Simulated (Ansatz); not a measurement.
Planning a run of Ansatz 0.2.0 on CsHS (I4/m). The input:

```yaml
crystal:
  lattice:
    - [-4.2172858261, 4.2172858261, 4.6501658427]
    - [4.2172858261, -4.2172858261, 4.6501658427]
    - [4.2172858261, 4.2172858261, -4.6501658427]
  atoms:
    - { symbol: Cs, position: [0.25, 0.75, 0.5] }
    - { symbol: Cs, position: [0.269617811, 0.269617811, 0.0] }
    - { symbol: Cs, position: [0.730382189, 0.730382189, 0.0] }
    - { symbol: Cs, position: [0.75, 0.25, 0.5] }
    - { symbol: H, position: [0.0888802695, 0.2386354995, 0.327515769] }
    - { symbol: H, position: [0.2386354995, 0.9111197305, 0.14975523] }
    - { symbol: H, position: [0.7613645005, 0.0888802695, 0.85024477] }
    - { symbol: H, position: [0.9111197305, 0.7613645005, 0.672484231] }
    - { symbol: S, position: [0.2367764014, 0.7493696901, 0.9861460915] }
    - { symbol: S, position: [0.2506303099, 0.2367764014, 0.4874067113] }
    - { symbol: S, position: [0.7493696901, 0.7632235986, 0.5125932887] }
    - { symbol: S, position: [0.7632235986, 0.2506303099, 0.0138539085] }
kpoints:
  mp_grid: { grid: [2, 2, 2] }
  band_path:
    path:
      - [0.0, 0.0, 0.0]
      - [0.0, 0.0, 0.5]
      - [0.25, 0.25, 0.25]
      - [0.0, 0.5, 0.0]
      - [0.5, 0.5, -0.5]
      - [0.45562182, 0.54437818, -0.45562182]
      - [-0.45562182, 0.45562182, 0.45562182]
      - [-0.41124364, 0.41124364, 0.5]
    npoints: 1
hamiltonian:
  xc: hse06
  pseudopotentials: { kind: paw, azcp: { folder: soft_1 } }
scf:
  occupations: { method: fixed }
  n_extra_bands: 8
output:
  eigenvalues: true
```

```sh
ansatz run input.yaml --threads 2 --pin off --max-ram 92160MiB --backend cuda --events-out ev --progress --plain --runs-dir out --devices 1 --max-vram 13GiB
```

Estimate wall time and host memory on 1 × NVIDIA H100 80GB HBM3 (shared by 6 runs) with 2 threads of AMD EPYC 7R13 (Zen 3), shared host.

It took 29 s; on shared hardware allow 15 s to 58 s. Peak host memory was 1.1 GiB. The sizes that set the cost: 6479 plane waves a state, 4 irreducible k points and 15 SCF cycles.

Exact exchange couples every pair of k points and filled bands, so it costs far more than a semilocal run.

[Paths, hosts, dates, memory and timing lines, banners, echoed tables and standing remarks are left out of the program output.]

[Logs are printed without paths, hosts, clocks, repeated set-up lines and the standing remarks that a program may print on its own settings, such as how far it seeks lower states.]

[Runs of the session that timed out or met a known fault of the program may be left out.]

[Cells called generated may have been cut or substituted from an entry of the Crystallography Open Database or the Materials Project.]

[Hosts, paths, dates, database ids (printed as entryN), source tags and the programs' standing remarks are cut or masked in the printed files.]
